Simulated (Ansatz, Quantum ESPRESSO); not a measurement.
**Equation of state of fluorite CoSi2**

How stiff is fluorite CoSi2 under hydrostatic load? Each row scales the relaxed cell evenly and relaxes the atoms. The phase is followed to these pressures whether or not it stays the stable one.

Calculated with Ansatz 0.2.0, PBEsol, PAW files of the set soft_1, cutoff 600 eV, Fermi–Dirac smearing 0.05 eV, k-mesh 14×14×14, no spin polarisation, no spin-orbit coupling.

Reference cell, relaxed at zero pressure with PBEsol (Fm-3m): a = 3.7567 Å, b = 3.7567 Å, c = 3.7567 Å, α = 60.00°, β = 60.00°, γ = 60.00°.

```
atom       x       y       z
  Co  0.0000  0.0000  0.0000
  Si  0.2500  0.2500  0.2500
  Si  0.7500  0.7500  0.7500
```

```csv
V (Å³/atom),V/V0,P (GPa),E − E0 (meV/atom)
11.7464,0.9400,13.811,30.6
11.9963,0.9600,8.697,13.1
12.2462,0.9800,4.111,3.1
12.7461,1.0200,−3.683,2.9
13.2459,1.0600,−9.929,24.5
```

V0 = 12.4962 Å³ an atom, where the residual pressure P0 is 0.000 GPa. **Question.** Fit the Birch–Murnaghan law and give the pressure and the energy at V = 12.9960 Å³ an atom, a row left out above.

With the Eulerian strain f = ½[(V0/V)^(2/3) − 1] and F = (P − P0)/[3f(1 + 2f)^(5/2)], the third-order law is the line F = B0 + (3/2) B0 (B′ − 4) f.

| f | F (GPa) |
| --- | --- |
| 0.02106 | 197.20 |
| 0.01380 | 196.32 |
| 0.00678 | 195.37 |
| −0.00656 | 193.52 |
| −0.01905 | 191.46 |

A straight line through the 5 rows: the means are 0.003206 for f and 194.77 for F, Σ(Δx)² = 0.001034 and ΣΔxΔy = 0.1478, so the slope is 0.1478/0.001034 = 142.9 and the intercept 194.77 − (142.9)(0.003206) = 194.32.

Hence B0 = 194.3 GPa and B′ = 4 + (142.9)/(1.5 × 194.3) = 4.49. For the withheld volume f = −0.01290, F = 192.47 GPa and P = −6.98 GPa. The run itself gives −6.98 GPa, so the estimate misses by 0.00 GPa, a rounding's worth.

Integrating the same law gives E − E0 = (9/2) B0 V0 f²[1 + (B′ − 4) f] + P0(V0 − V), with 1 GPa Å³ = 6.2415 meV: 11.3 meV an atom. The run itself gives 11.3 meV, so the estimate misses by 0.0 meV, a rounding's worth.

The same fit over all rows at other levels or in other programs gives B0 = 195 GPa with PBEsol (Quantum ESPRESSO, GBRV), 196 GPa with PBEsol (Quantum ESPRESSO, PseudoDojo) and 197 GPa with r2SCAN (Ansatz).

[Logs are printed without paths, hosts, clocks, repeated set-up lines and the standing remarks that a program may print on its own settings, such as how far it seeks lower states.]
